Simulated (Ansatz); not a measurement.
# Be (P6_3/mmc, 2 atoms in the cell): modes against uniaxial strain along c

Wanted: the shifts of the zone-centre modes of Be (P6_3/mmc, 2 atoms in the cell) with strain.

Main program and level: Ansatz 0.2.0; DFT PBEsol, scalar-relativistic, plane waves, PAW; PAW set soft_1.

**1. The structure**

Symmetry: P6_3/mmc, No. 194, hexagonal system. The conventional cell has a = 2.285 Å, b = 2.285 Å, c = 3.584 Å, α = 90.00°, β = 90.00°, γ = 120.00°. Nearest to Be lie 12 Be at 2.23 to 2.29 Å.

**2. Bringing the structure to rest**

Harmonic phonons are second derivatives at a point where the forces vanish, and they are wanted at zero stress, so atoms and cell are relaxed first.

Contents of input.yaml:

```yaml
crystal:
  lattice:
    - [2.2853, 0.0, 0.0]
    - [-1.14265, 1.9791278553, 0.0]
    - [0.0, 0.0, 3.5842]
  atoms:
    - { symbol: Be, position: [0.33333333, 0.66666667, 0.25] }
    - { symbol: Be, position: [0.66666667, 0.33333333, 0.75] }
kpoints:
  mp_grid: { grid: [21, 21, 12] }
hamiltonian:
  xc: pbesol
  pseudopotentials: { kind: paw, azcp: { folder: soft_1 }, xc_functional: pbe }
scf:
  occupations: { method: gaussian, width: 0.1 }
output:
  forces: true
  stress: true
  eigenvalues: true
  write_density: true
  write_potential: true
  elf: true
  volumetric_format: npy
relax:
  adjacent_minimum: "off"
  f_tol: 0.005
  max_steps: 80
  cell: { stress_tol: 0.05 }
```

Started as:

```sh
$ ansatz run input.yaml --threads 4 --pin off --max-ram 10240MiB --backend cpu --events-out ev --progress --plain --runs-dir out
```

Numbers of over 12 decimals in the logs are rounded to 6 here.

The log of the run:

```text
Engine: ansatz 0.2.0, aarch64-unknown-linux-gnu
Pseudopotentials: kind: paw
Pseudopotential: Be, paw, valence charge 2, recommended cutoff 420 eV (normal), soft_1/Be.paw.azcp
Functional definition: PBEsol
  exchange = pbesol_x
  correlation = pbesol_c
Crystal: 2 atoms, lattice volume = 16.211 Å³
Basis set: ecut = 420 eV, 311 PW (Γ), exchange–correlation on 32×32×48 points (8 copies of the dense FFT grid, shifted against one another)
Bands: 6, of which v1, the nominal top of the filled ones, is band 2 counted from 1 (1 counted from 0)
Symmetry: 24 space group operations
Space group: P63/mmc (ITA 194), of the structure as read, at distance tolerance 2.5e-5 Å
k-points: 336 of 5292
Non-local potential: Be, projectors of the file, l = 0: 2, l = 1: 2, l = 2: 1
PAW form: soft (Blöchl's): semilocal exchange-correlation on the pseudo side does not see the compensation charge
PAW frozen core: Be, regenerated for the run's functional, and the local potential with it (the file was generated under x = pbe(κ = 0.804, μ = 0.219515), c = pbe(β = 0.066725))
PAW one-centre angular grid: Be, 110 points (default); XC on 64 Gauss nodes
Initial density: superposition of atomic densities (chi_scale 0.1, normalization cell)
Initial wavefunctions: pseudopotential atomic-orbital guess
Functional: x = pbesol(κ = 0.804, μ = 0.123457), c = pbesol(β = 0.046)
SCF iter   1: F=—  HF=-180.707431 eV  |F-HF|=—  |Δ(HF+E_count)|=         —  Δρ=1.40e-2  dr2=2.36e-2  ethr=3.10e-3  ⟨swp⟩=4.6  Hψ=16644  notcnv=0
preconditioner: auto → none  [metal: Δε(μ)=0.018 eV  Ē_g=12.647 eV  σ=0.100 eV  W_gap=0.10  n_scr=2 (ndim 8)  ℏωp=18.4 eV  f_vac=0.000  D(μ)=0.32/eV (n_scr^D=2)  sad-step TF]
SCF iter   2: F=—  HF=-180.694152 eV  |F-HF|=—  |Δ(HF+E_count)|=   1.33e-2  Δρ=8.51e-3  dr2=8.94e-3  ethr=5.89e-4  ⟨swp⟩=1.0  Hψ=4704  notcnv=0
SCF iter   3: F=—  HF=-180.690174 eV  |F-HF|=—  |Δ(HF+E_count)|=   3.98e-3  Δρ=4.38e-4  dr2=2.67e-5  ethr=2.24e-4  ⟨swp⟩=1.0  Hψ=2014  notcnv=0
SCF iter   4: F=—  HF=-180.690205 eV  |F-HF|=—  |Δ(HF+E_count)|=   3.06e-5  Δρ=2.88e-5  dr2=9.01e-8  ethr=2.50e-9  ⟨swp⟩=5.9  Hψ=9398  notcnv=0
SCF iter   5: F=-180.690205 eV  HF=-180.690205 eV  |F-HF|=1.55e-9  |Δ(HF+E_count)|=   3.82e-8  Δρ=5.59e-6  dr2=3.34e-9  ethr=2.25e-9  ⟨swp⟩=4.3  Hψ=7190  notcnv=0
SCF 1 converged in 5 iterations: F = -180.690205 eV  dr2 = 3.34e-9
  greatest PAW one-centre occupation: 0.351 electrons in one spin orbital (limit 2), on the Be atom at site 1 (counted from 0), in its partial waves of l = 0
relax step   1: F+E_penalty+E_count = -180.69020466 eV  Δ(F+E_penalty+E_count) = +0.000e0 eV  max|allowed force component| = 1.018e-16 eV/Å  Δτ_max = 0.0000 Å  P = -3.956 GPa  Ω = 16.211 Å³  (5 SCF iters, dr2 threshold 1.00e-7 eV, accepted)
Crystal: 2 atoms, lattice volume = 15.892 Å³
Initial density: handed on by an earlier stage of this run
Initial wavefunctions: those handed on with the density
iter 1 solved again at ethr=5.05e-7 eV; its pass at ethr=3.10e-3 eV (dr2=2.02e-5 eV) is discarded
SCF iter   1: F=—  HF=-180.696167 eV  |F-HF|=—  |Δ(HF+E_count)|=         —  Δρ=5.29e-4  dr2=2.01e-5  ethr=5.05e-7  ⟨swp⟩=2.3  Hψ=19831  notcnv=0
preconditioner: auto → none  [metal: Δε(μ)=0.002 eV  Ē_g=12.843 eV  σ=0.100 eV  W_gap=0.01  n_scr=2 (ndim 8)  ℏωp=18.6 eV  f_vac=0.000  D(μ)=0.31/eV (n_scr^D=2)]
SCF iter   2: F=—  HF=-180.696212 eV  |F-HF|=—  |Δ(HF+E_count)|=   4.48e-5  Δρ=2.59e-4  dr2=4.58e-6  ethr=5.02e-7  ⟨swp⟩=1.0  Hψ=2016  notcnv=0
SCF iter   3: F=-180.696214 eV  HF=-180.696214 eV  |F-HF|=1.37e-9  |Δ(HF+E_count)|=   1.82e-6  Δρ=4.82e-6  dr2=1.04e-9  ethr=5.00e-9  ⟨swp⟩=5.3  Hψ=7908  notcnv=0
SCF 2 converged in 3 iterations: F = -180.696214 eV  dr2 = 1.04e-9
  greatest PAW one-centre occupation: 0.355 electrons in one spin orbital (limit 2), on the Be atom at site 1 (counted from 0), in its partial waves of l = 0
relax step   2: F+E_penalty+E_count = -180.69621358 eV  Δ(F+E_penalty+E_count) = -6.009e-3 eV  max|allowed force component| = 1.573e-16 eV/Å  Δτ_max = 0.0000 Å  P = -1.738 GPa  Ω = 15.892 Å³  energy of the carried Pulay correction = +3.830e-5 eV  (3 SCF iters, dr2 threshold 2.00e-7 eV, accepted)
Crystal: 2 atoms, lattice volume = 15.649 Å³
iter 1 solved again at ethr=3.29e-7 eV; its pass at ethr=3.10e-3 eV (dr2=1.31e-5 eV) is discarded
SCF iter   1: F=—  HF=-180.697435 eV  |F-HF|=—  |Δ(HF+E_count)|=         —  Δρ=4.04e-4  dr2=1.31e-5  ethr=3.29e-7  ⟨swp⟩=2.2  Hψ=18957  notcnv=0
preconditioner: auto → none  [metal: Δε(μ)=0.007 eV  Ē_g=12.985 eV  σ=0.100 eV  W_gap=0.04  n_scr=2 (ndim 8)  ℏωp=18.8 eV  f_vac=0.000  D(μ)=0.30/eV (n_scr^D=2)]
SCF iter   2: F=—  HF=-180.697471 eV  |F-HF|=—  |Δ(HF+E_count)|=   3.65e-5  Δρ=1.94e-4  dr2=2.80e-6  ethr=3.27e-7  ⟨swp⟩=1.0  Hψ=2016  notcnv=0
SCF iter   3: F=-180.697472 eV  HF=-180.697472 eV  |F-HF|=1.45e-9  |Δ(HF+E_count)|=   9.03e-7  Δρ=5.19e-6  dr2=1.42e-9  ethr=5.00e-9  ⟨swp⟩=5.1  Hψ=7827  notcnv=0
SCF 3 converged in 3 iterations: F = -180.697472 eV  dr2 = 1.42e-9
  greatest PAW one-centre occupation: 0.359 electrons in one spin orbital (limit 2), on the Be atom at site 1 (counted from 0), in its partial waves of l = 0
relax step   3: F+E_penalty+E_count = -180.69747195 eV  Δ(F+E_penalty+E_count) = -1.258e-3 eV  max|allowed force component| = 3.701e-16 eV/Å  Δτ_max = 0.0000 Å  P = +0.138 GPa  Ω = 15.649 Å³  energy of the carried Pulay correction = +6.800e-5 eV  (3 SCF iters, dr2 threshold 2.00e-7 eV, accepted)
[...]
relax step   4: F+E_penalty+E_count = -180.69748460 eV  Δ(F+E_penalty+E_count) = -1.265e-5 eV  max|allowed force component| = 2.220e-16 eV/Å  Δτ_max = 0.0000 Å  P = -0.002 GPa  Ω = 15.665 Å³  energy of the carried Pulay correction = +6.606e-5 eV  (3 SCF iters, dr2 threshold 2.00e-7 eV, accepted)
[...]
relax step   5: F+E_penalty+E_count = -180.69748606 eV  Δ(F+E_penalty+E_count) = -1.459e-6 eV  max|allowed force component| = 2.128e-16 eV/Å  Δτ_max = 0.0000 Å  P = +0.000 GPa  Ω = 15.665 Å³  energy of the carried Pulay correction = +6.602e-5 eV  (2 SCF iters, dr2 threshold 1.93e-8 eV, accepted)
Initial wavefunctions: pseudopotential atomic-orbital guess (no wavefunctions were taken with the density)
iter 1 solved again at ethr=2.46e-9 eV; its pass at ethr=3.10e-3 eV (dr2=9.83e-8 eV) is discarded
SCF iter   1: F=—  HF=-180.697396 eV  |F-HF|=—  |Δ(HF+E_count)|=         —  Δρ=1.95e-5  dr2=1.66e-8  ethr=2.46e-9  ⟨swp⟩=3.1  Hψ=23209  notcnv=0
SCF iter   2: F=—  HF=-180.697432 eV  |F-HF|=—  |Δ(HF+E_count)|=   3.57e-5  Δρ=1.09e-5  dr2=6.07e-9  ethr=4.14e-10  ⟨swp⟩=2.0  Hψ=2688  notcnv=0
SCF iter   3: F=—  HF=-180.697432 eV  |F-HF|=—  |Δ(HF+E_count)|=   2.38e-9  Δρ=2.64e-6  dr2=5.66e-10  ethr=1.52e-10  ⟨swp⟩=1.0  Hψ=2016  notcnv=0
SCF iter   4: F=—  HF=-180.697432 eV  |F-HF|=—  |Δ(HF+E_count)|=  3.60e-11  Δρ=7.04e-7  dr2=4.05e-11  ethr=1.42e-11  ⟨swp⟩=1.0  Hψ=2016  notcnv=0
SCF iter   5: F=-180.697432 eV  HF=-180.697432 eV  |F-HF|=0.00e0  |Δ(HF+E_count)|=  3.35e-12  Δρ=1.02e-7  dr2=9.46e-13  ethr=1.00e-12  ⟨swp⟩=4.0  Hψ=5048  notcnv=0
SCF 6 converged in 5 iterations: F = -180.697432 eV  dr2 = 9.46e-13
relax step   6: F+E_penalty+E_count = -180.69743202 eV  Δ(F+E_penalty+E_count) = +5.404e-5 eV  max|allowed force component| = 2.128e-16 eV/Å  Δτ_max = 0.0000 Å  P = -0.007 GPa  Ω = 15.665 Å³  stress off target by 8.51e-3 GPa  SCF on the basis re-selected at this cell (its energy is not comparable with the rows above)  (5 SCF iters)
basis re-selected at this cell: Δ(F+E_penalty+E_count) = +5.404e-5 eV, ΔP = -0.007 GPa vs the last step (what re-selecting the basis moved, of the pressure what is left beyond the Pulay correction that the steps carried, after the strain that the cell walked since its last selection, with what the two solves' SCF thresholds leave and, on support functions, any second-order correction that the steps lacked; it is no m [...]
SCF converged after 5 iterations
Free energy (F): -180.697432 eV
Harris-Foulkes:  -180.697432 eV  (|F-HF|=0.00e0)
Internal energy: -180.695929 eV  (E = F + TS)
E sigma→0 (E₀):  -180.696680 eV
Entropy (-TS):   -0.001504 eV (-0.752 meV/atom)
Fermi energy:    8.222792 eV
--- Per-component energies (eV) ---
  E_band       = 12.404407
  E_kinetic    = 43.000509
  E_local      = 6.430792  (includes V_loc(G=0)·N_el)
  E_nonlocal   = 7.548935
  E_hartree    = 0.077246
  E_xc         = -40.721453
  E_vxc        = -41.739699  (∫ρ·V_xc dr)
  E_paw        = -113.300306  (= ΣΔE_a)
  E_vpaw       = -2.990622  (= ΣTr[D̂ρ^β])
  E_aug_tail   = -0.000001  (compensation charges beyond the density's cutoff)
  E_ewald      = -83.750713
  E_core_change = 0.019063  (= ΣΔE_core)
  E_smearing   = -0.001504  (= −TS)
  E_closure    = -0.000000  (closes the sum)
  Σ components = -180.697432   (vs F -180.697432, Δ=0.00e0)
--- Forces (eV/Å), atoms counted from 1 ---
  atom   1  Be    -0.00000000    -0.00000000     0.00000000
  atom   2  Be     0.00000000     0.00000000    -0.00000000
  max |Σ_I F_I| component: 5.55e-17 eV/Å
--- Stress (GPa, compression-positive) ---
       -0.005987       0.000000       0.000000
       -0.000000      -0.005987      -0.000000
        0.000000      -0.000000      -0.008512
  P = ⅓ Tr σ = -0.0068 GPa (-0.068 kbar)
--- Band table (eV; the first three rows and the last of 336) ---
  k-point 0: bands = ["-3.1993", "3.6793", "9.3029", "24.3350", "24.3350", "27.1916"]
  k-point 1: bands = ["-3.1393", "3.3224", "9.8008", "24.3901", "24.3901", "27.1727"]
  k-point 2: bands = ["-2.9591", "2.5010", "11.0438", "24.5529", "24.5529", "27.1061"]
  k-point 335: bands = ["7.0498", "7.0498", "8.5256", "8.5256", "14.5796", "14.5796"]
--- Relaxed structure (5 steps of the walk, 5 accepted, 1 SCFs on fresh bases) ---
  F+E_penalty+E_count = -180.69743202 eV   max|allowed force component| = 2.128e-16 eV/Å   (the final SCF, on the basis selected at the relaxed cell)
  cell:  # Å, volume = 15.6654 Å³
    - [2.254786, 0, 0]
    - [-1.127393, 1.952702, 0]
    - [0, 0, 3.557946]
  atoms:
    - { symbol: Be, position: [0.333333, 0.666667, 0.25] }
    - { symbol: Be, position: [0.666667, 0.333333, 0.750000] }
```

Run time: 4.5 s. Hardware: 4 threads of Arm Neoverse V1, shared host; peak memory 0.34 GiB; 16 s of CPU time.

The steps of the relaxation:

```
step  energy less that of the first step (eV)  largest force component (eV/Å)  pressure (GPa)  volume (Å³)
   1                                   0.0000                          0.0000           -3.96        16.21
   2                                  -0.0060                          0.0000           -1.74        15.89
   3                                  -0.0073                          0.0000            0.14        15.65
   4                                  -0.0073                          0.0000            0.00        15.67
   5                                  -0.0073                          0.0000            0.00        15.67
  6*                                  -0.0072                          0.0000           -0.01        15.67
```

Relaxation steps marked * repeat the geometry before them on a plane-wave basis chosen anew for their cell, so energy and pressure can jump there.

The run keeps the 24 symmetry operations that it works with, so distortions that break them were not tested.

```
conventional cell, symmetrised  before  after  change
                         a (Å)   2.285  2.255  -1.3 %
                         b (Å)   2.285  2.255  -1.3 %
                         c (Å)   3.584  3.558  -0.7 %
              volume (Å³/atom)    8.11   7.83  -3.4 %
```

Final coordinates:

```xyz
2
Lattice="2.2548 0.0000 0.0000 -1.1274 1.9527 0.0000 0.0000 0.0000 3.5579" Properties=species:S:1:pos:R:3 pbc="T T T"
Be    0.0000    1.3018    0.8895
Be    1.1274    0.6509    2.6685
```

This step gave:

| Property | Result |
| --- | --- |
| pressure | -0.006829 GPa |
| volume per atom | 7.833 Å³ |
| gap on the k-mesh | 0 eV |

Valence density in the ac plane at fractional y = 0.333, with atoms of Be within 0.2 Å of it. It is the smooth field of the valence electrons, not physical close to the nuclei.

Values in e/Å³, 18 rows by 12 columns:
```
0.26 0.26 0.25 0.26 0.26 0.27 0.28 0.28 0.28 0.28 0.28 0.27
0.26 0.26 0.26 0.26 0.26 0.27 0.26 0.24 0.24 0.24 0.26 0.27
0.27 0.26 0.26 0.26 0.27 0.26 0.22 0.18 0.15 0.18 0.22 0.26
0.27 0.27 0.26 0.27 0.27 0.25 0.19 0.12 0.08 0.12 0.19 0.25
0.27 0.27 0.26 0.27 0.27 0.25 0.19 0.12 0.08 0.12 0.19 0.25
0.27 0.26 0.26 0.26 0.27 0.26 0.22 0.18 0.15 0.18 0.22 0.26
0.26 0.26 0.26 0.26 0.26 0.27 0.26 0.24 0.24 0.24 0.26 0.27
0.26 0.26 0.25 0.26 0.26 0.27 0.28 0.28 0.28 0.28 0.28 0.27
0.26 0.25 0.25 0.25 0.26 0.27 0.28 0.28 0.29 0.28 0.28 0.27
0.26 0.25 0.25 0.25 0.26 0.27 0.28 0.28 0.29 0.28 0.28 0.27
0.26 0.26 0.25 0.26 0.26 0.27 0.28 0.29 0.29 0.29 0.28 0.27
0.27 0.25 0.25 0.25 0.27 0.28 0.29 0.29 0.29 0.29 0.29 0.28
0.27 0.25 0.24 0.25 0.27 0.28 0.29 0.29 0.29 0.29 0.29 0.28
0.27 0.25 0.24 0.25 0.27 0.28 0.29 0.29 0.29 0.29 0.29 0.28
0.27 0.25 0.25 0.25 0.27 0.28 0.29 0.29 0.29 0.29 0.29 0.28
0.26 0.26 0.25 0.26 0.26 0.27 0.28 0.29 0.29 0.29 0.28 0.27
0.26 0.25 0.25 0.25 0.26 0.27 0.28 0.28 0.29 0.28 0.28 0.27
0.26 0.25 0.25 0.25 0.26 0.27 0.28 0.28 0.29 0.28 0.28 0.27
```
Columns run along a (2.3 Å), rows up along c (3.6 Å). Atoms in or near the plane, at fractional coordinates: Be at (0.67, 0.75).

ELF in the ac plane at fractional y = 0.333, with atoms of Be within 0.2 Å of it. It is the smooth field of the valence electrons, not physical close to the nuclei.

Values, 18 rows by 12 columns:
```
0.59 0.60 0.60 0.60 0.59 0.55 0.49 0.42 0.39 0.42 0.49 0.55
0.54 0.60 0.61 0.60 0.54 0.42 0.24 0.13 0.09 0.13 0.24 0.42
0.48 0.59 0.62 0.59 0.48 0.26 0.07 0.01 0.00 0.01 0.07 0.26
0.43 0.58 0.61 0.58 0.43 0.17 0.02 0.00 0.00 0.00 0.02 0.17
0.43 0.58 0.61 0.58 0.43 0.17 0.02 0.00 0.00 0.00 0.02 0.17
0.48 0.59 0.62 0.59 0.48 0.26 0.07 0.01 0.00 0.01 0.07 0.26
0.54 0.60 0.61 0.60 0.54 0.42 0.24 0.13 0.09 0.13 0.24 0.42
0.59 0.60 0.60 0.60 0.59 0.55 0.49 0.42 0.39 0.42 0.49 0.55
0.60 0.59 0.58 0.59 0.60 0.62 0.63 0.63 0.62 0.63 0.63 0.62
0.59 0.54 0.52 0.54 0.59 0.64 0.68 0.70 0.71 0.70 0.68 0.64
0.54 0.45 0.42 0.45 0.54 0.63 0.70 0.73 0.74 0.73 0.70 0.64
0.48 0.35 0.29 0.35 0.48 0.62 0.70 0.75 0.76 0.75 0.70 0.62
0.43 0.27 0.22 0.27 0.43 0.60 0.71 0.76 0.77 0.76 0.71 0.60
0.43 0.27 0.22 0.27 0.43 0.60 0.71 0.76 0.77 0.76 0.71 0.60
0.48 0.35 0.29 0.35 0.48 0.62 0.70 0.75 0.76 0.75 0.70 0.62
0.54 0.45 0.42 0.45 0.54 0.64 0.70 0.73 0.74 0.73 0.70 0.64
0.59 0.54 0.52 0.54 0.59 0.64 0.68 0.70 0.71 0.70 0.68 0.64
0.60 0.59 0.58 0.59 0.60 0.62 0.63 0.63 0.62 0.63 0.63 0.62
```
Columns run along a (2.3 Å), rows up along c (3.6 Å). Atoms in or near the plane, at fractional coordinates: Be at (0.67, 0.75).

Electrostatic potential energy in the ac plane at fractional y = 0.333, with atoms of Be within 0.2 Å of it. With pseudopotentials it is smooth inside the atoms' cores, unlike the true potential.

Ten even steps from '_' (-31 eV) to '@' (8 eV):
```
@@@@@@@@@@%%%%##**##%%%%
@@@@@@@@@@##++--::--++##
%%@@@@@@%%++::______::++
##@@@@@@##==..______..==
##@@@@@@##==..______..==
%%@@@@@@%%++::______::++
@@@@@@@@@@##++--::--++##
@@@@@@@@@@%%%%##**##%%%%
@@@@@@@@@@@@@@@@@@@@@@@@
@@@@@@@@@@@@@@@@@@@@@@@@
@@%%%%%%@@@@@@@@@@@@@@@@
%%######%%@@@@@@@@@@@@@@
##******##%%@@@@@@@@@@%%
##******##%%@@@@@@@@@@%%
%%######%%@@@@@@@@@@@@@@
@@%%%%%%@@@@@@@@@@@@@@@@
@@@@@@@@@@@@@@@@@@@@@@@@
@@@@@@@@@@@@@@@@@@@@@@@@
```
Columns run along a (2.3 Å; values clipped at the 3rd and 97th percentile), rows up along c (3.6 Å). Atoms in or near the plane, at fractional coordinates: Be at (0.67, 0.75).

In this step the volume went from 8.11 to 7.83 Å³/atom.

**3. Tight relaxation**

Phonons need small forces and stress, so the relaxation is finished with tight tolerances on 24×24×12 k points.

Contents of input.yaml:

```yaml
crystal:
  lattice:
    - [2.2547857386, 0.0, 0.0]
    - [-1.1273928693, 1.9527017297, 0.0]
    - [0.0, 0.0, 3.5579458752]
  atoms:
    - { symbol: Be, position: [0.3333333333, 0.6666666667, 0.25] }
    - { symbol: Be, position: [0.6666666667, 0.3333333333, 0.75] }
kpoints:
  mp_grid: { grid: [24, 24, 12] }
hamiltonian:
  xc: pbesol
  pseudopotentials: { kind: paw, azcp: { folder: soft_1 }, xc_functional: pbe }
scf:
  occupations: { method: methfessel_paxton, width: 0.2 }
output:
  forces: true
  stress: true
  eigenvalues: true
relax:
  adjacent_minimum: "off"
  f_tol: 0.001
  max_steps: 60
  cell: { stress_tol: 0.01 }
```

The log of the run:

```text
[...]
Crystal: 2 atoms, lattice volume = 15.665 Å³
Basis set: ecut = 420 eV, 311 PW (Γ), exchange–correlation on 32×32×48 points (8 copies of the dense FFT grid, shifted against one another)
Bands: 6, of which v1, the nominal top of the filled ones, is band 2 counted from 1 (1 counted from 0)
Symmetry: 24 space group operations
[...]
k-points: 427 of 6912
[...]
P = ⅓ Tr σ = 0.0059 GPa (0.059 kbar)
--- Band table (eV; the first three rows and the last of 427) ---
[...]
--- Relaxed structure (3 steps of the walk, 3 accepted, 1 SCFs on fresh bases) ---
[...]
cell:  # Å, volume = 15.6699 Å³
    - [2.256788, 0, 0]
    - [-1.128394, 1.954436, 0]
    - [0, 0, 3.552654]
  atoms:
    - { symbol: Be, position: [0.333333, 0.666667, 0.250000] }
    - { symbol: Be, position: [0.666667, 0.333333, 0.750000] }
[key lines of the parts left out:]
SCF converged after 4 iterations
Free energy (F): -180.698840 eV
Fermi energy:    8.146482 eV
```

Wall time 3.8 s (4 threads); peak memory 0.35 GiB.

Step by step:

```
step  energy less that of the first step (eV)  largest force component (eV/Å)  pressure (GPa)  volume (Å³)
   1                                   0.0000                          0.0000            0.01        15.67
   2                                  -0.0001                          0.0000            0.02        15.67
   3                                  -0.0001                          0.0000            0.01        15.67
  4*                                  -0.0001                          0.0000            0.01        15.67
```

Relaxation steps marked * repeat the geometry before them on a plane-wave basis chosen anew for their cell, so energy and pressure can jump there.

Forces are held to the 24 operations that the run works with; a distortion that breaks them can't arise in this run.

```
conventional cell, symmetrised  before  after  change
                         a (Å)   2.255  2.257  +0.1 %
                         b (Å)   2.255  2.257  +0.1 %
                         c (Å)   3.558  3.553  -0.1 %
              volume (Å³/atom)    7.83   7.83  +0.0 %
```

The relaxed structure:

```xyz
2
Lattice="2.2568 0.0000 0.0000 -1.1284 1.9544 0.0000 0.0000 0.0000 3.5527" Properties=species:S:1:pos:R:3 pbc="T T T"
Be    0.0000    1.3030    0.8882
Be    1.1284    0.6515    2.6645
```

This step gave:

| Property | Result |
| --- | --- |
| pressure | 0.005861 GPa |
| volume per atom | 7.835 Å³ |

The forces vanish by symmetry and the pressure is 0.006 GPa, within the tolerances set. The cell now holds 7.83 Å³/atom.

(Continued in part 2 of 2.)

[Logs are printed without paths, hosts, clocks, repeated set-up lines and the standing remarks that a program may print on its own settings, such as how far it seeks lower states.]

[Hosts, paths, dates, database ids (printed as entryN), source tags and the programs' standing remarks are cut or masked in the printed files.]
